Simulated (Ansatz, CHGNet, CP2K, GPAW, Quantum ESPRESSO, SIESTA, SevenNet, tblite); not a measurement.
## SIESTA runs on random packing of C71N29 (at. %) (109 atoms)

Aim: run random packing of C71N29 (at. %) (109 atoms) in SIESTA and see how near its forces come to a plane-wave reference, and at what cost.

Calculated with SIESTA 5.4.2; the method is named at each step.

## Step 1: The structure

The cell holds 109 atoms: 77 C and 32 N. Cell: a = 9.809 Å, b = 9.809 Å, c = 9.809 Å, α = 90.0°, β = 90.0°, γ = 90.0°. 109 atoms (77 C, 32 N) packed at random in a cube at 2.42 g/cm³ and pushed apart as soft spheres; a start for melting by ab initio MD, not an equilibrated structure. Then every atom was moved at random, 0.03 Å r.m.s. a Cartesian component.

The yardstick, on the same geometry:

* method: Kohn-Sham DFT, PBE, SSSP efficiency 1.3.0 pseudopotentials, plane waves (Quantum ESPRESSO 7.5); sssp-pbe-1.3.0-efficiency, cutoffs 60/480 Ry, Γ point
* r.m.s. force component: 1.939 eV/Å
* longest force: 8.589 eV/Å
* pressure: -23.83 GPa
* time: 2 min on 4 MPI ranks of Arm Neoverse V2, shared host
* CPU time: 8.1 min

## Step 2: PBE, DZP, shift 0.01 Ry, mesh 500 Ry

Method: Kohn-Sham DFT, PBE, PseudoDojo 0.4.1 norm-conserving pseudopotentials (converted to PSML), numerical atomic orbitals (DZP), diagonalisation.

The .psml files are PseudoDojo norm-conserving potentials that we converted to this format, checked against plane waves on the same files for H, C, O, Si, Ge and Ca alone.

File input.fdf:

```
SystemLabel cell
NumberOfAtoms 109
NumberOfSpecies 2
%block ChemicalSpeciesLabel
  1 6 C
  2 7 N
%endblock ChemicalSpeciesLabel
LatticeConstant 1.0 Ang
%block LatticeVectors
  9.80880 0.00000 0.00000
  0.00000 9.80880 0.00000
  0.00000 0.00000 9.80880
%endblock LatticeVectors
PAO.BasisSize DZP
PAO.EnergyShift 0.01 Ry
XC.Functional GGA
XC.Authors PBE
MeshCutoff 500 Ry
%block kgrid_Monkhorst_Pack
  1 0 0 0.0
  0 1 0 0.0
  0 0 1 0.0
%endblock kgrid_Monkhorst_Pack
SolutionMethod diagon
OccupationFunction FD
ElectronicTemperature 580 K
SCF.Mixer.Method Pulay
SCF.Mixer.Weight 0.05
SCF.Mixer.History 8
SCF.Mix Hamiltonian
MaxSCFIterations 300
SCF.DM.Tolerance 1e-04
SCF.H.Tolerance 1.0e-3 eV
WriteForces T
Write.HirshfeldPop T
Write.VoronoiPop T
Write.DM F
Write.H F
XML.Write F
AtomicCoordinatesFormat Fractional
%block AtomicCoordinatesAndAtomicSpecies
  0.47616 0.53573 0.74642 1
  0.02056 0.91634 0.52377 1
  0.36257 0.06166 0.75530 1
  0.35872 0.27138 0.18081 1
  0.33741 0.77978 0.20112 1
  0.04782 0.63176 0.38755 1
  0.56462 0.13493 0.18600 1
  0.70506 0.76274 0.48225 1
  0.89045 0.57979 0.83865 1
  0.64015 0.20421 0.46998 1
  0.17242 0.24779 0.18396 1
  0.18932 0.34266 0.60401 1
  0.75975 0.60660 0.21154 1
  0.60053 0.72129 0.04371 1
  0.24436 0.30178 0.41235 1
  0.79038 0.06180 0.18277 1
  0.07437 0.03687 0.38234 1
  0.41698 0.73822 0.03600 1
  0.20286 0.53669 0.45385 1
  0.77639 0.26326 0.00059 1
  0.12026 0.83880 0.22982 1
  0.53153 0.31027 0.61214 1
  0.95975 0.48863 0.55821 1
  0.18902 0.06235 0.56931 1
  0.16606 0.08200 0.88927 1
  0.46417 0.91839 0.86412 1
  0.64866 0.59573 0.37771 1
  0.08084 0.50726 0.86928 1
  0.84498 0.41863 0.26853 1
  0.15433 0.50963 0.09650 1
  0.06754 0.48315 0.28350 1
  0.72595 0.57041 0.89689 1
  0.78491 0.09488 0.50921 1
  0.03516 0.73967 0.78479 1
  0.61759 0.98183 0.29035 1
  0.08146 0.28182 0.39062 1
  0.28994 0.08286 0.03048 1
  0.89632 0.18634 0.82520 1
  0.73922 0.44416 0.49451 1
  0.93496 0.97645 0.23877 1
  0.46489 0.51452 0.28353 1
  0.39495 0.50619 0.01248 1
  0.65479 0.64332 0.58578 1
  0.56122 0.42580 0.45837 1
  0.45303 0.53645 0.58483 1
  0.26509 0.86215 0.01099 1
  0.92978 0.20823 0.46761 1
  0.95359 0.28360 0.27728 1
  0.75513 0.91875 0.36345 1
  0.07969 0.19347 0.58654 1
  0.16009 0.74955 0.50601 1
  0.84016 0.64967 0.54722 1
  0.02658 0.88267 0.90806 1
  0.27238 0.49169 0.66775 1
  0.02082 0.35505 0.72439 1
  0.02532 0.30844 0.07134 1
[... 49 atom lines left out ...]
  0.46074 0.32275 0.31955 2
  0.51391 0.35827 0.78972 2
  0.49571 0.10166 0.92496 2
  0.95434 0.11780 0.11078 2
%endblock AtomicCoordinatesAndAtomicSpecies
```

The run is started by

```
OMP_NUM_THREADS=1 mpirun -np 4 siesta < input.fdf > output.txt
```

The program printed:

```text
Version         : 5.4.2
reinit: System Name:
reinit: System Label: cell
initatom: Reading input for the pseudopotentials and atomic orbitals ----------
Species number:   1 Atomic number:    6 Label: C
Species number:   2 Atomic number:    7 Label: N
Ground state valence configuration (from tables):   2s02  2p02  3d00  4f00
Ground state valence configuration (from tables):   2s02  2p03  3d00  4f00
---- Processing specs for species: C
GGA--PBE XC_GGA_X_PBE--XC_GGA_C_PBE pb
---- Processing specs for species: N
GGA--PBE XC_GGA_X_PBE--XC_GGA_C_PBE pb
C pseudopotential only contains V_ls up to l=1 -- lmxkb reset.
N pseudopotential only contains V_ls up to l=1 -- lmxkb reset.
Using PAO.SplitTailNorm
%block ChemicalSpeciesLabel
    1    6 C                       # Species index, atomic number, species label
    2    7 N                       # Species index, atomic number, species label
%endblock ChemicalSpeciesLabel
%block PAO.Basis                 # Define Basis set
C                     2                    # Species label, number of l-shells
 n=2   0   2                         # n, l, Nzeta
   4.484      3.048
   1.000      1.000
 n=2   1   2 P   1                   # n, l, Nzeta, Polarization, NzetaPol
   5.436      3.692
   1.000      1.000
N                     2                    # Species label, number of l-shells
 n=2   0   2                         # n, l, Nzeta
   3.944      2.617
   1.000      1.000
 n=2   1   2 P   1                   # n, l, Nzeta, Polarization, NzetaPol
   4.781      3.167
   1.000      1.000
%endblock PAO.Basis
coor:   Atomic-coordinates input format  =     Fractional
siesta: System type = bulk
initatomlists: Number of atoms, orbitals, and projectors:    109  1417   872
siesta: ******************** Simulation parameters ****************************
Total number of electrons:   468.000000
Total ionic charge:   468.000000
 Kpoints in:            1 . Kpoints trimmed:            1
siesta: k-grid: Number of k-points = 1
siesta: k-points from Monkhorst-Pack grid
siesta: k-cutoff (effective) =     4.904 Ang
siesta: k-point supercell and displacements
siesta: k-grid:     1     0     0      0.000
siesta: k-grid:     0     1     0      0.000
siesta: k-grid:     0     0     1      0.000
                     ====================================
                        Single-point calculation
                     ====================================
outcell: Unit cell vectors (Ang):
        9.808800    0.000000    0.000000
        0.000000    9.808800    0.000000
        0.000000    0.000000    9.808800
outcell: Cell vector modules (Ang)   :    9.808800    9.808800    9.808800
outcell: Cell angles (23,13,12) (deg):     90.0000     90.0000     90.0000
outcell: Cell volume (Ang**3)        :    943.7297
Gamma-point calculation with multiply-connected orbital pairs
Gamma-point calculation with multiply-connected orbital pairs
Folding of H and S implicitly performed
Folding of H and S implicitly performed
new_DM -- step:     1
Initializing Density Matrix...
Attempting to read DM from file... Failed...
DM filled with atomic data:
InitMesh: MESH = 144 x 144 x 144 = 2985984
InitMesh: Mesh cutoff (required, used) =   500.000   595.656 Ry
stepf: Fermi-Dirac step function
        iscf     Eharris(eV)        E_KS(eV)     FreeEng(eV)     dDmax    Ef(eV) dHmax(eV)
   scf:    1   -21134.810763   -21205.355477   -21205.741175  1.455878 -4.166124 11.530276
   scf:    2   -21234.355972   -21227.210950   -21227.630370  0.179585 -4.189831  4.207200
   scf:    3   -21234.499965   -21231.491196   -21231.930415  0.071699 -4.204931  2.491005
   scf:    4   -21235.504322   -21233.923062   -21234.380188  0.047078 -4.232512  1.485662
   scf:    5   -21235.631456   -21234.884901   -21235.352137  0.025180 -4.264080  0.909021
   scf:    6   -21236.243651   -21235.670472   -21236.146856  0.030422 -4.317985  0.678630
[...]
scf:   21   -21236.284803   -21236.284794   -21236.772969  0.000052 -4.468228  0.001898
   scf:   22   -21236.284795   -21236.284795   -21236.772972  0.000037 -4.468168  0.001113
   scf:   23   -21236.284785   -21236.284790   -21236.772974  0.000035 -4.468127  0.000695
SCF Convergence by DM+H criterion
max |DM_out - DM_in|         :     0.0000349735
max |H_out - H_in|      (eV) :     0.0006954552
SCF cycle converged after 23 iterations
Using DM_out to compute the final energy and forces
siesta: E_KS(eV) =           -21236.2848
siesta: E_KS - E_eggbox =    -21236.2848
siesta: Atomic forces (eV/Ang):
     1   -0.503668   -0.164215   -1.810439
     2    2.113147   -1.944791   -2.509532
     3   -1.089622    0.542580   -0.797445
     4   -0.777563    3.559185   -0.548474
     5    0.769253   -1.552000   -0.897266
     6    2.550457    1.546705   -0.272589
[...]
107    0.410094    2.187087   -3.798958
   108   -2.438796    1.175330   -0.481691
   109   -1.458105   -2.649299   -0.437343
----------------------------------------
   Tot    0.003427   -0.003063    0.006575
----------------------------------------
   Max    6.845109
   Res    1.911101    sqrt( Sum f_i^2 / 3N )
----------------------------------------
   Max    6.845109    constrained
Stress tensor Voigt[x,y,z,yz,xz,xy] (kbar):      226.95      250.59      180.08        7.95       30.12       -6.65
(Free)E + p*V (eV/cell)   -21365.8920
Target enthalpy (eV/cell)   -21236.7730
siesta: Program's energy decomposition (eV):
siesta: Ebs     =     -5559.002793
siesta: Eions   =     36170.028687
siesta: Ena     =      8897.713089
siesta: Ekin    =     12819.026862
siesta: Enl     =      -469.227015
siesta: DEna    =       320.337174
siesta: DUscf   =        10.514052
siesta: Ex      =     -6073.538736
siesta: Ec      =      -571.081528
siesta: Exc     =     -6644.620264
siesta: Eharris =    -21236.284785
siesta: Etot    =    -21236.284790
siesta: FreeEng =    -21236.772974
siesta: Final energy (eV):
siesta:  Band Struct. =   -5559.002793
siesta:       Kinetic =   12819.026862
siesta:       Hartree =    3517.437778
siesta:         Exch. =   -6073.538736
siesta:         Corr. =    -571.081528
siesta:   Exch.-corr. =   -6644.620264
siesta:  Ion-electron =  -18190.437323
siesta:       Ion-ion =  -12737.691843
siesta:         Total =  -21236.284790
siesta:         Fermi =      -4.468127
siesta: Stress tensor (static) (eV/Ang**3):
siesta:     0.141654   -0.004150    0.018798
siesta:    -0.004150    0.156404    0.004964
siesta:     0.018797    0.004964    0.112395
siesta: Cell volume =        943.729733 Ang**3
siesta: Pressure (static):
siesta:                Solid            Molecule  Units
siesta:          -0.00149013         -0.00180625  Ry/Bohr**3
siesta:          -0.13681783         -0.16584222  eV/Ang**3
siesta:        -219.20633350       -265.70852384  kBar
    Orbital volume contribution        =          37.411255 eV
    (Free)E + p_basis*V_orbitals       =      -21199.361719 eV
    (Free)Eharris+ p_basis*V_orbitals  =      -21199.361714 eV
Hirshfeld Atomic Populations:
Atom #   charge [q] valence [e]  Species
     1     0.031528    3.968472  C
     2     0.014776    3.985224  C
     3     0.020156    3.979844  C
     4    -0.006520    4.006520  C
     5     0.025090    3.974910  C
     6    -0.005592    4.005592  C
[...]
78    -0.009948    5.009948  N
    79    -0.101790    5.101790  N
    80    -0.028574    5.028574  N
    81    -0.047193    5.047193  N
    82    -0.057484    5.057484  N
    83    -0.003004    5.003004  N
[...]
--------------------
 Total    -0.000038
Voronoi Atomic Populations:
Atom #   charge [q] valence [e]  Species
[...]
75     0.045281    3.954719  C
    76     0.027987    3.972013  C
    77     0.009015    3.990985  C
[...]
107     0.030321    4.969679  N
   108    -0.040618    5.040618  N
   109    -0.090115    5.090115  N
--------------------
 Total    -0.000038
```

The job ended after 3 min (4 MPI ranks of Arm Neoverse V2, shared host; peak memory 2.8 GiB; 12 min of CPU time).

Banners, paths, timers and routine set-up lines are dropped from the logs unmarked, and long logs keep their key lines alone; longer cuts are marked.

Compared with the plane-wave run:

```
r.m.s. force component                  : 1.911 eV/Å
r.m.s. difference of force components   : 102.8 meV/Å
longest difference of force vectors     : 332.8 meV/Å
force difference over r.m.s. force      : 5.304 %
slope of forces against the reference's : 0.9842
correlation of force components         : 0.9987
pressure                                : -21.92 GPa
pressure difference                     : 1.912 GPa
```

Length of the force difference by element (eV/Å):

```csv
element,atoms,mean,most
C,77,0.14,0.31
N,32,0.21,0.33
```

Local excerpt of 9 atoms (numbers count through the whole input) about N79, whose charge lies farthest from its element's mean; x, y, z are measured from there.

```csv
atom,x,y,z,distance (Å),Hirshfeld charge (e),Fx,Fy,Fz (eV/Å)
N79,0.00,0.00,0.00,0.00,-0.10,1.32,0.29,2.70
C22,1.50,1.22,0.16,1.94,0.03,-1.18,-2.74,0.11
C3,-0.16,-1.22,1.57,1.99,0.02,-1.09,0.54,-0.80
C24,-1.86,-1.21,-0.26,2.24,-0.01,-0.81,2.48,-2.10
C59,-1.26,-0.63,-1.83,2.31,0.02,-0.94,-0.50,2.03
C12,-1.86,1.54,0.08,2.42,0.01,2.06,-1.72,-0.16
C15,-1.32,1.14,-1.80,2.51,-0.01,-3.29,-2.60,1.18
N95,2.05,-1.43,-0.50,2.55,-0.07,-3.92,-0.29,-4.16
C69,0.95,-2.05,-1.45,2.68,0.07,1.86,-0.42,1.79
```

Forces lie 5.3 % from the reference's, at 1.5 times its CPU time.

## Step 3: PBE, SZ, shift 0.01 Ry, mesh 500 Ry

Method: Kohn-Sham DFT, PBE, PseudoDojo 0.4.1 norm-conserving pseudopotentials (converted to PSML), numerical atomic orbitals (SZ), diagonalisation.

Changes to input.fdf since step 2:

```diff
@@ -13,3 +13,3 @@
 %endblock LatticeVectors
-PAO.BasisSize DZP
+PAO.BasisSize SZ
 PAO.EnergyShift 0.01 Ry
```

The run is started by

```
OMP_NUM_THREADS=1 siesta < input.fdf > output.txt
```

The program printed:

```text
Version         : 5.4.2
reinit: System Name:
reinit: System Label: cell
initatom: Reading input for the pseudopotentials and atomic orbitals ----------
Species number:   1 Atomic number:    6 Label: C
Species number:   2 Atomic number:    7 Label: N
Ground state valence configuration (from tables):   2s02  2p02  3d00  4f00
Ground state valence configuration (from tables):   2s02  2p03  3d00  4f00
---- Processing specs for species: C
GGA--PBE XC_GGA_X_PBE--XC_GGA_C_PBE pb
---- Processing specs for species: N
GGA--PBE XC_GGA_X_PBE--XC_GGA_C_PBE pb
[... lines left out ...]
stepf: Fermi-Dirac step function
        iscf     Eharris(eV)        E_KS(eV)     FreeEng(eV)     dDmax    Ef(eV) dHmax(eV)
[... lines left out ...]
SCF Convergence by DM+H criterion
[... lines left out ...]
SCF cycle converged after 23 iterations
[... lines left out ...]
   Max    6.065073
[... lines left out ...]
   Max    6.065073    constrained
Stress tensor Voigt[x,y,z,yz,xz,xy] (kbar):        7.21       27.92       -9.65       16.49       28.43       -9.46
[... lines left out ...]
siesta: FreeEng =    -21170.881821
[... lines left out ...]
siesta:       Ion-ion =  -12737.691843
siesta:         Total =  -21170.376579
siesta:         Fermi =      -4.504383
siesta: Stress tensor (static) (eV/Ang**3):
siesta:     0.004497   -0.005906    0.017746
siesta:    -0.005906    0.017424    0.010291
siesta:     0.017746    0.010290   -0.006024
siesta: Cell volume =        943.729733 Ang**3
siesta: Pressure (static):
siesta:                Solid            Molecule  Units
siesta:          -0.00005771         -0.00077620  Ry/Bohr**3
siesta:          -0.00529895         -0.07126759  eV/Ang**3
siesta:          -8.48986179       -114.18327448  kBar
    Orbital volume contribution        =          19.194786 eV
    (Free)E + p_basis*V_orbitals       =      -21151.687034 eV
    (Free)Eharris+ p_basis*V_orbitals  =      -21151.687031 eV
Hirshfeld Atomic Populations:
Atom #   charge [q] valence [e]  Species
     1     0.040049    3.959951  C
     2     0.018010    3.981990  C
     3     0.022048    3.977952  C
[...]
78    -0.010110    5.010110  N
    79    -0.096164    5.096164  N
    80    -0.040743    5.040743  N
[...]
--------------------
 Total    -0.000038
Voronoi Atomic Populations:
Atom #   charge [q] valence [e]  Species
[...]
76     0.035621    3.964379  C
    77     0.025881    3.974119  C
[...]
108    -0.037678    5.037678  N
   109    -0.094387    5.094387  N
--------------------
 Total    -0.000038
```

Run time: 2.7 min. Hardware: 1 thread; peak memory 1 GiB.

Against the reference:

- r.m.s. force component: 1.659 eV/Å
- r.m.s. difference of force components: 1431 meV/Å
- longest difference of force vectors: 6106 meV/Å
- force difference over r.m.s. force: 73.78 %
- slope of forces against the reference's: 0.5938
- correlation of force components: 0.6941
- pressure: -0.849 GPa
- pressure difference: 22.98 GPa

This is a coarse setting, run to see what it loses.

Against the first run (5.3 %), the force difference from the reference is 74 %, at 0.23 times the CPU time (on 1 against 4 cores), with 436 basis functions against 1417: the smaller basis costs accuracy.

(Continued in part 2 of 2.)

[Also dropped from logs without a mark: logging warnings of Python, and SIESTA's first energy breakdown and zero terms.]

[Logs are printed without paths, hosts, clocks, repeated set-up lines and the standing remarks that a program may print on its own settings, such as how far it seeks lower states.]

[Hosts, paths, dates, database ids (printed as entryN), source tags and the programs' standing remarks are cut or masked in the printed files.]
